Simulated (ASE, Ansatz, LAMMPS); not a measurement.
**Site preference of a vacancy of Ge in germanene, 1 layer, Si on Ge sites (288 atoms)**

Aim: make a vacancy of Ge at several sites of germanene, 1 layer, Si on Ge sites (288 atoms), relax each, and compare their energies.

Main program and level: Ansatz 0.2.0; Kohn-Sham DFT, PBE, PAW (set soft_2), plane waves.

## 1. The structure

The cell holds 288 atoms: 228 Ge and 60 Si. Cell: a = 50.294 Å, b = 50.294 Å, c = 16.680 Å, α = 90.0°, β = 90.0°, γ = 120.0°. It derives from Ge (germanene) and Si. 1 layer of germanene (a = 4.03 Å), 12 x 12 cells, biaxial strain +4 %; 16 Å of vacuum; 60 of 288 Ge replaced by Si at random; minimised with a classical potential. Vacuum lies along c.

Limits known from the start: Only the Γ point is sampled, in a cell whose shortest periodic width is 44 Å.

## 2. Single point at the start

A single point comes first, to see the forces before anything moves.

input.yaml

```yaml
crystal:
  lattice:
    - [50.2944, 0.0, 0.0]
    - [-25.1472, 43.55623, 0.0]
    - [0.0, 0.0, 16.68]
  atoms:
    - { symbol: Ge, position: [0.02751, 0.05483, 0.51334] }
    - { symbol: Si, position: [0.05486, 0.02667, 0.50319] }
    - { symbol: Ge, position: [0.02742, 0.13833, 0.51609] }
    - { symbol: Ge, position: [0.05539, 0.11098, 0.48762] }
    - { symbol: Si, position: [0.02775, 0.22166, 0.49474] }
    - { symbol: Ge, position: [0.05588, 0.19436, 0.49265] }
    - { symbol: Ge, position: [0.02735, 0.30476, 0.51252] }
    - { symbol: Ge, position: [0.05517, 0.27688, 0.4832] }
    - { symbol: Ge, position: [0.02739, 0.3885, 0.51302] }
    - { symbol: Ge, position: [0.05522, 0.36049, 0.48598] }
    - { symbol: Ge, position: [0.02756, 0.47221, 0.5145] }
    - { symbol: Ge, position: [0.05529, 0.44435, 0.48608] }
    - { symbol: Ge, position: [0.0275, 0.5558, 0.51508] }
    - { symbol: Ge, position: [0.0554, 0.52801, 0.48766] }
    - { symbol: Ge, position: [0.02717, 0.63883, 0.51175] }
    - { symbol: Ge, position: [0.05518, 0.61095, 0.48585] }
    - { symbol: Ge, position: [0.02774, 0.723, 0.51454] }
    - { symbol: Ge, position: [0.05532, 0.69499, 0.48612] }
    - { symbol: Ge, position: [0.02784, 0.80586, 0.51463] }
    - { symbol: Si, position: [0.05558, 0.77843, 0.50574] }
    - { symbol: Ge, position: [0.02764, 0.88969, 0.5133] }
    - { symbol: Ge, position: [0.05603, 0.86182, 0.48855] }
    - { symbol: Si, position: [0.02809, 0.97243, 0.50178] }
    - { symbol: Si, position: [0.05494, 0.945, 0.50346] }
    - { symbol: Ge, position: [0.11033, 0.05515, 0.51182] }
    - { symbol: Ge, position: [0.13834, 0.02758, 0.48359] }
    - { symbol: Ge, position: [0.11107, 0.13939, 0.51436] }
    - { symbol: Ge, position: [0.13845, 0.11132, 0.48646] }
    - { symbol: Si, position: [0.11166, 0.22181, 0.49557] }
    - { symbol: Si, position: [0.13908, 0.19502, 0.50037] }
    - { symbol: Ge, position: [0.11083, 0.3045, 0.51124] }
    - { symbol: Ge, position: [0.13886, 0.2771, 0.48229] }
    [... 250 atom lines left out ...]
    - { symbol: Ge, position: [0.94405, 0.80591, 0.51098] }
    - { symbol: Ge, position: [0.97206, 0.77782, 0.4868] }
    - { symbol: Si, position: [0.94444, 0.88898, 0.49643] }
    - { symbol: Ge, position: [0.97213, 0.86168, 0.48273] }
    - { symbol: Si, position: [0.94391, 0.97168, 0.49661] }
    - { symbol: Ge, position: [0.97218, 0.94442, 0.50631] }
kpoints:
  mp_grid: { grid: [1, 1, 1] }
hamiltonian:
  xc: pbe
scf:
  occupations: { method: gaussian, width: 0.025 }
output:
  forces: true
```

The run is started by

```bash
> ansatz run input.yaml --threads 32 --pin off --max-ram 143360MiB --backend cuda --events-out ev --progress --plain --runs-dir out
```

Numbers of over 12 decimals in the logs are rounded to 6 here.

Output:

```text
[...]
Pseudopotentials: kind: paw
Pseudopotential: Ge, paw, valence charge 14, recommended cutoff 420 eV (normal), Ge.paw.azcp
Pseudopotential: Si, paw, valence charge 4, recommended cutoff 420 eV (normal), Si.paw.azcp
[... 5 lines on functional and potentials left out ...]
device memory: the entry about to start is reckoned to put 144.1 GiB on a device that reports 182.5 GiB free
GPU FFT provider: cuFFT
GPU libraries: cuBLAS 13.8.1, cuFFT 12.4.0, cuSOLVER 12.3.2
GPU matrix products: emulated (plane waves: as basis.precision tells), large ones in fixed point in workspaces of 1.00 GiB
Crystal: 288 atoms, lattice volume = 36539.783 Å³
Basis set: ecut = 420 eV, 714247 PW (Γ), exchange–correlation on 720×720×240 points (8 copies of the dense FFT grid, shifted against one another)
Bands: 2004, of which v1, the nominal top of the filled ones, is band 1716 counted from 1 (1715 counted from 0)
Symmetry: 1 space group operations
Space group: P1 (ITA 1), of the structure as read, at distance tolerance 3.3e-4 Å
k-points: 1
[... 5 lines on functional and potentials left out ...]
Initial density: superposition of atomic densities (neutral atoms: chi_scale 0, normalization atom), corrected by the library's trained network
Initial wavefunctions: pseudopotential atomic-orbital guess
GPU buffer pool allocated for 15552000 grid points (all kernels)
GPU transforms: local potential and band sums: pruned to the plane-wave sphere, on 360×360×120
GPU projectors: on the FFT box's points about the atoms, with room for 3084708 of them (16 bands a pass); a geometry past the room, sums that fail their trial, or a want of GPU memory keeps the tables, and a block in half precision can take them where they are the faster
[...]
SCF iter   1: F=—  HF=-1017226.266072 eV  |F-HF|=—  |Δ(HF+E_count)|=         —  Δρ=1.22e-3  dr2=1.55e0  ethr=1.77e-3  ⟨swp⟩=6.0  Hψ=7270  notcnv=0  defer=12
preconditioner: auto → LDOS  [metal: Δε(μ)=0.015 eV  Ē_g=6.720 eV  σ=0.025 eV  W_gap=0.32  n_scr=3830 (ndim 8)  ℏωp=6.6 eV  f_vac=0.730  D(μ)=85.05/eV (n_scr^D=182)  β→1.0]
[...]
SCF iter  10: F=—  HF=-1017226.282637 eV  |F-HF|=—  |Δ(HF+E_count)|=   6.12e-7  Δρ=2.33e-7  dr2=1.01e-7  ethr=1.91e-11  ⟨swp⟩=2.0  Hψ=2167  notcnv=0  defer=278
SCF iter  11: F=-1017226.282637 eV  HF=-1017226.282637 eV  |F-HF|=1.56e-8  |Δ(HF+E_count)|=   1.13e-7  Δρ=8.26e-8  dr2=1.71e-8  ethr=2.91e-12  ⟨swp⟩=3.0  Hψ=4298  notcnv=0
SCF 1 converged in 11 iterations: F = -1017226.282637 eV  dr2 = 1.71e-8
[...]
SCF converged after 11 iterations
Free energy (F): -1017226.282637 eV
Harris-Foulkes:  -1017226.282637 eV  (|F-HF|=1.56e-8)
Internal energy: -1017226.255247 eV  (E = F + TS)
E sigma→0 (E₀):  -1017226.268942 eV
Entropy (-TS):   -0.027390 eV (-0.095 meV/atom)
Fermi energy:    -2.351821 eV
--- Per-component energies (eV) ---
[...]
Σ components = -1017226.282637   (vs F -1017226.282637, Δ=0.00e0)
--- Forces (eV/Å), atoms counted from 1 ---
[... 288 lines of forces left out ...]
  max |Σ_I F_I| component: 1.28e-5 eV/Å
```

Run time: 18 s. Hardware: 1 × NVIDIA GB200 with 32 threads of Arm Neoverse V2, shared host; peak memory 7.1 GiB; 51 s of CPU time.

Reading the cycles: dr2 is the Hartree energy of the density residual (eV), the measure of convergence; HF is the Harris–Foulkes estimate of the energy, which meets the free energy F at convergence.

That memory is the host's; the program planned 144 GiB on the GPU.

The r.m.s. force at the start is 0.23 eV/Å.

## 3. Relaxation

The atoms are relaxed in the fixed cell, aiming at the force tolerance of the input.

input.yaml

```yaml
crystal:
  lattice:
    - [50.2944, 0.0, 0.0]
    - [-25.1472, 43.55623, 0.0]
    - [0.0, 0.0, 16.68]
  atoms:
    [... the 288 atom lines of step 2 ...]
kpoints:
  mp_grid: { grid: [1, 1, 1] }
hamiltonian:
  xc: pbe
scf:
  occupations: { method: gaussian, width: 0.025 }
output:
  forces: true
relax:
  f_tol: 0.05
  max_steps: 120
```

Output:

```text
[...]
Crystal: 288 atoms, lattice volume = 36539.783 Å³
Basis set: ecut = 420 eV, 714247 PW (Γ), exchange–correlation on 720×720×240 points (8 copies of the dense FFT grid, shifted against one another)
Bands: 2060, of which v1, the nominal top of the filled ones, is band 1716 counted from 1 (1715 counted from 0)
Symmetry: 1 space group operations
[...]
k-points: 1
[...]
SCF iter   1: F=—  HF=-1017226.266280 eV  |F-HF|=—  |Δ(HF+E_count)|=         —  Δρ=1.22e-3  dr2=1.55e0  ethr=1.77e-3  ⟨swp⟩=6.0  Hψ=7616  notcnv=0  defer=26
[...]
SCF iter   2: F=—  HF=-1017226.338828 eV  |F-HF|=—  |Δ(HF+E_count)|=   7.25e-2  Δρ=5.76e-4  dr2=2.88e-1  ethr=4.53e-5  ⟨swp⟩=3.0  Hψ=2963  notcnv=0  defer=334
[...]
SCF iter   7: F=-1017226.282604 eV  HF=-1017226.282633 eV  |F-HF|=2.84e-5  |Δ(HF+E_count)|=   1.03e-6  Δρ=4.32e-6  dr2=4.17e-5  ethr=1.82e-9  ⟨swp⟩=2.0  Hψ=4514  notcnv=0
SCF 1 converged in 7 iterations: F = -1017226.282604 eV  dr2 = 4.17e-5
[...]
relax step   1: F+E_penalty+E_count = -1017226.28260440 eV  Δ(F+E_penalty+E_count) = +0.000e0 eV  max|allowed force component| = 5.962e-1 eV/Å  Δτ_max = 0.0000 Å  (7 SCF iters, dr2 threshold 6.25e-5 eV, accepted)
[...]
relax step   2: F+E_penalty+E_count = -1017233.29560790 eV  Δ(F+E_penalty+E_count) = -7.013e0 eV  max|allowed force component| = 4.327e-1 eV/Å  Δτ_max = 0.1933 Å  (8 SCF iters, dr2 threshold 2.22e-5 eV, accepted)
[...]
relax step   3: F+E_penalty+E_count = -1017236.13778729 eV  Δ(F+E_penalty+E_count) = -2.842e0 eV  max|allowed force component| = 3.183e-1 eV/Å  Δτ_max = 0.1952 Å  (8 SCF iters, dr2 threshold 1.17e-5 eV, accepted)
[...]
relax step   4: F+E_penalty+E_count = -1017236.61192859 eV  Δ(F+E_penalty+E_count) = -4.741e-1 eV  max|allowed force component| = 1.615e-1 eV/Å  Δτ_max = 0.2000 Å  (6 SCF iters, dr2 threshold 5.34e-5 eV, accepted)
[...]
relax step   5: F+E_penalty+E_count = -1017236.79716408 eV  Δ(F+E_penalty+E_count) = -1.852e-1 eV  max|allowed force component| = 5.858e-2 eV/Å  Δτ_max = 0.0748 Å  (7 SCF iters, dr2 threshold 6.72e-6 eV, accepted)
[...]
relax step   6: F+E_penalty+E_count = -1017236.81189835 eV  Δ(F+E_penalty+E_count) = -1.473e-2 eV  max|allowed force component| = 1.068e-2 eV/Å  Δτ_max = 0.0287 Å  (9 SCF iters, accepted)
SCF converged after 9 iterations
Free energy (F): -1017236.811898 eV
[...]
Internal energy: -1017236.767808 eV  (E = F + TS)
E sigma→0 (E₀):  -1017236.789853 eV
Entropy (-TS):   -0.044090 eV (-0.153 meV/atom)
Fermi energy:    -2.307215 eV
[...]
Σ components = -1017236.811898   (vs F -1017236.811898, Δ=0.00e0)
--- Forces (eV/Å), atoms counted from 1 ---
[... 288 lines of forces left out ...]
  max |Σ_I F_I| component: 1.18e-5 eV/Å
--- Relaxed structure (6 steps of the walk, 6 accepted, 0 SCFs on fresh bases) ---
  F+E_penalty+E_count = -1017236.81189835 eV   max|allowed force component| = 1.068e-2 eV/Å
  atoms:
[... 288 atom lines left out ...]
```

Elapsed: 86 s, on 1 × NVIDIA GB200 with 32 threads; peak memory 7.9 GiB; 3.8 min of CPU time.

The relaxation converged after 6 steps, 10.5 eV below its start, with a largest force component of 0.011 eV/Å.

## 4. Single point at the relaxed geometry

One more single point at the end of the walk gives the fuller output and checks the residual forces.

input.yaml

```yaml
crystal:
  lattice:
    - [50.2944, 0.0, 0.0]
    - [-25.1472, 43.55623, 0.0]
    - [0.0, 0.0, 16.68]
  atoms:
    - { symbol: Ge, position: [0.02737, 0.05418, 0.51793] }
    - { symbol: Si, position: [0.05397, 0.02594, 0.48628] }
    - { symbol: Ge, position: [0.0272, 0.13798, 0.51914] }
    - { symbol: Ge, position: [0.05526, 0.11045, 0.47988] }
    - { symbol: Si, position: [0.0277, 0.2205, 0.51474] }
    - { symbol: Ge, position: [0.05622, 0.19414, 0.48299] }
    [... 276 atom lines left out ...]
    - { symbol: Ge, position: [0.94445, 0.8067, 0.51916] }
    - { symbol: Ge, position: [0.97142, 0.7773, 0.48162] }
    - { symbol: Si, position: [0.94436, 0.88998, 0.51468] }
    - { symbol: Ge, position: [0.9718, 0.86282, 0.48162] }
    - { symbol: Si, position: [0.94461, 0.97233, 0.5146] }
    - { symbol: Ge, position: [0.97247, 0.94503, 0.48513] }
kpoints:
  mp_grid: { grid: [1, 1, 1] }
hamiltonian:
  xc: pbe
scf:
  occupations: { method: gaussian, width: 0.025 }
output:
  forces: true
  populations: true
  dos:
    method: { smearing: { sigma: 0.15 } }
    de: 0.1
    projected: { site_lists: { Ge: [Ge], Si: [Si] } }
  eigenvalues: true
  write_density: true
  write_potential: true
  volumetric_format: npy
  elf: true
```

Output:

```text
[...]
GPU FFT provider: cuFFT
GPU libraries: cuBLAS 13.8.1, cuFFT 12.4.0, cuSOLVER 12.3.2
[...]
Crystal: 288 atoms, lattice volume = 36539.783 Å³
Basis set: ecut = 420 eV, 714247 PW (Γ), exchange–correlation on 720×720×240 points (8 copies of the dense FFT grid, shifted against one another)
Bands: 2060, of which v1, the nominal top of the filled ones, is band 1716 counted from 1 (1715 counted from 0)
Symmetry: 1 space group operations
[...]
k-points: 1
[...]
GPU buffer pool allocated for 15552000 grid points (all kernels)
[...]
SCF iter   1: F=—  HF=-1017236.810535 eV  |F-HF|=—  |Δ(HF+E_count)|=         —  Δρ=9.76e-4  dr2=7.59e-1  ethr=1.77e-3  ⟨swp⟩=6.0  Hψ=7529  notcnv=0  defer=63
[...]
SCF iter  11: F=-1017236.811856 eV  HF=-1017236.811856 eV  |F-HF|=1.97e-8  |Δ(HF+E_count)|=   1.76e-7  Δρ=1.57e-7  dr2=7.75e-8  ethr=2.91e-12  ⟨swp⟩=23.0  Hψ=17408  notcnv=0
SCF 1 converged in 11 iterations: F = -1017236.811856 eV  dr2 = 7.75e-8
[...]
SCF converged after 11 iterations
Free energy (F): -1017236.811856 eV
[...]
Internal energy: -1017236.767767 eV  (E = F + TS)
E sigma→0 (E₀):  -1017236.789812 eV
Entropy (-TS):   -0.044089 eV (-0.153 meV/atom)
Fermi energy:    -2.307219 eV
[...]
--- Forces (eV/Å), atoms counted from 1 ---
[... 288 lines of forces left out ...]
  max |Σ_I F_I| component: 6.41e-6 eV/Å
--- Band table (eV) ---
[... left out ...]
--- Löwdin populations: 288 sites ---
  site symbol       q [e]
[... 288 lines, one an atom, left out ...]
  spilling = 0.002738 (of n_electrons = 3432.000000)
```

It took 42 s on 1 × NVIDIA GB200 with 32 threads; peak memory 15 GiB; 2.7 min of CPU time.

That memory is the host's; the program planned 147 GiB on the GPU.

The run gave:

* free energy: -1017236.8119 eV
* free energy per atom: -3532.0723 eV/atom
* SCF cycles: 11
* r.m.s. force component: 0.00283 eV/Å
* longest force: 0.01435 eV/Å
* Fermi energy: -2.307 eV
* levels partly filled by over 2 per cent: 4
* potential in mid-vacuum, over the Fermi level: 4.519 eV
* potential 4.5 Å over the upper face: 4.517 eV
* potential 4.5 Å under the lower face: 4.52 eV
* spilling of the projection: 0.002738

## 5. Vacancy of Ge, site Ge288

The site has 3 bonded neighbours (Si3) at 2.45 Å on average, by cutoffs that count no bonds between two metal atoms or like ions, in the layer 1. The change is made in the relaxed cell and the atoms are relaxed again.

input.yaml, the sections that differ from step 4:

```yaml
crystal:
  lattice:
    - [50.2944, 0.0, 0.0]
    - [-25.1472, 43.55623, 0.0]
    - [0.0, 0.0, 16.68]
  atoms:
    [... atom lines 1 to 284 left out ...]
    - { symbol: Si, position: [0.94436, 0.88998, 0.51468] }
    - { symbol: Ge, position: [0.9718, 0.86282, 0.48162] }
    - { symbol: Si, position: [0.94461, 0.97233, 0.5146] }
output:
  forces: true
  eigenvalues: true
relax:
  f_tol: 0.05
  max_steps: 90
# kpoints, hamiltonian, scf: as in step 4
```

Output:

```text
[...]
Crystal: 287 atoms, lattice volume = 36539.783 Å³
Basis set: ecut = 420 eV, 714247 PW (Γ), exchange–correlation on 720×720×240 points (8 copies of the dense FFT grid, shifted against one another)
Bands: 2051, of which v1, the nominal top of the filled ones, is band 1709 counted from 1 (1708 counted from 0)
Symmetry: 1 space group operations
[...]
k-points: 1
[...]
SCF iter   1: F=—  HF=-1012939.005129 eV  |F-HF|=—  |Δ(HF+E_count)|=         —  Δρ=1.17e-3  dr2=3.13e0  ethr=1.77e-3  ⟨swp⟩=6.0  Hψ=7477  notcnv=0  defer=61
[...]
SCF iter   3: F=—  HF=-1012938.931789 eV  |F-HF|=—  |Δ(HF+E_count)|=    6.58e0  Δρ=7.82e-4  dr2=1.95e0  ethr=9.16e-5  ⟨swp⟩=4.0  Hψ=4623  notcnv=0  defer=299
[...]
SCF iter  11: F=-1012938.888277 eV  HF=-1012938.888277 eV  |F-HF|=3.72e-7  |Δ(HF+E_count)|=   6.22e-6  Δρ=3.56e-6  dr2=1.28e-5  ethr=1.83e-9  ⟨swp⟩=21.0  Hψ=10607  notcnv=0
SCF 1 converged in 11 iterations: F = -1012938.888277 eV  dr2 = 1.28e-5
[...]
relax step   1: F+E_penalty+E_count = -1012938.88827716 eV  Δ(F+E_penalty+E_count) = +0.000e0 eV  max|allowed force component| = 5.228e-1 eV/Å  Δτ_max = 0.0000 Å  (11 SCF iters, dr2 threshold 6.25e-5 eV, accepted)
[...]
relax step   2: F+E_penalty+E_count = -1012939.13360157 eV  Δ(F+E_penalty+E_count) = -2.453e-1 eV  max|allowed force component| = 1.502e-1 eV/Å  Δτ_max = 0.1197 Å  (11 SCF iters, dr2 threshold 1.71e-5 eV, accepted)
[...]
relax step   3: F+E_penalty+E_count = -1012939.17806345 eV  Δ(F+E_penalty+E_count) = -4.446e-2 eV  max|allowed force component| = 1.130e-1 eV/Å  Δτ_max = 0.0669 Å  (9 SCF iters, accepted)
[...]
relax step   4: F+E_penalty+E_count = -1012939.19471164 eV  Δ(F+E_penalty+E_count) = -1.665e-2 eV  max|allowed force component| = 6.312e-2 eV/Å  Δτ_max = 0.0699 Å  (9 SCF iters, accepted)
[...]
relax step   5: F+E_penalty+E_count = -1012939.15506189 eV  Δ(F+E_penalty+E_count) = +3.965e-2 eV  max|allowed force component| = 4.504e-1 eV/Å  Δτ_max = 0.2000 Å  (10 SCF iters, rejected (line search))
[...]
relax step   6: F+E_penalty+E_count = -1012939.20390132 eV  Δ(F+E_penalty+E_count) = -9.190e-3 eV  max|allowed force component| = 2.929e-2 eV/Å  Δτ_max = 0.0970 Å  (16 SCF iters, accepted)
[...]
relax step   7: F+E_penalty+E_count = -1012939.20597694 eV  Δ(F+E_penalty+E_count) = -2.076e-3 eV  max|allowed force component| = 2.698e-2 eV/Å  Δτ_max = 0.0956 Å  (16 SCF iters, accepted)
SCF converged after 16 iterations
Free energy (F): -1012939.205977 eV
[...]
Internal energy: -1012939.205964 eV  (E = F + TS)
E sigma→0 (E₀):  -1012939.205971 eV
Entropy (-TS):   -0.000012 eV (-0.000 meV/atom)
Fermi energy:    -2.413330 eV
[...]
--- Forces (eV/Å), atoms counted from 1 ---
[... 287 lines of forces left out ...]
  max |Σ_I F_I| component: 4.44e-5 eV/Å
--- Band table (eV) ---
[... left out ...]
--- Relaxed structure (7 steps of the walk, 6 accepted, 0 SCFs on fresh bases) ---
[...]
atoms:
[... 287 atom lines left out ...]
```

Wall time 3 min (1 × NVIDIA GB200 with 32 threads); peak memory 7.8 GiB.

The relaxation converged after 7 steps, 0.318 eV below its start, with a largest force component of 0.027 eV/Å.

[end of part 1 of 2]

[Logs are printed without paths, hosts, clocks, repeated set-up lines and the standing remarks that a program may print on its own settings, such as how far it seeks lower states.]

[Hosts, paths, dates, database ids (printed as entryN), source tags and the programs' standing remarks are cut or masked in the printed files.]
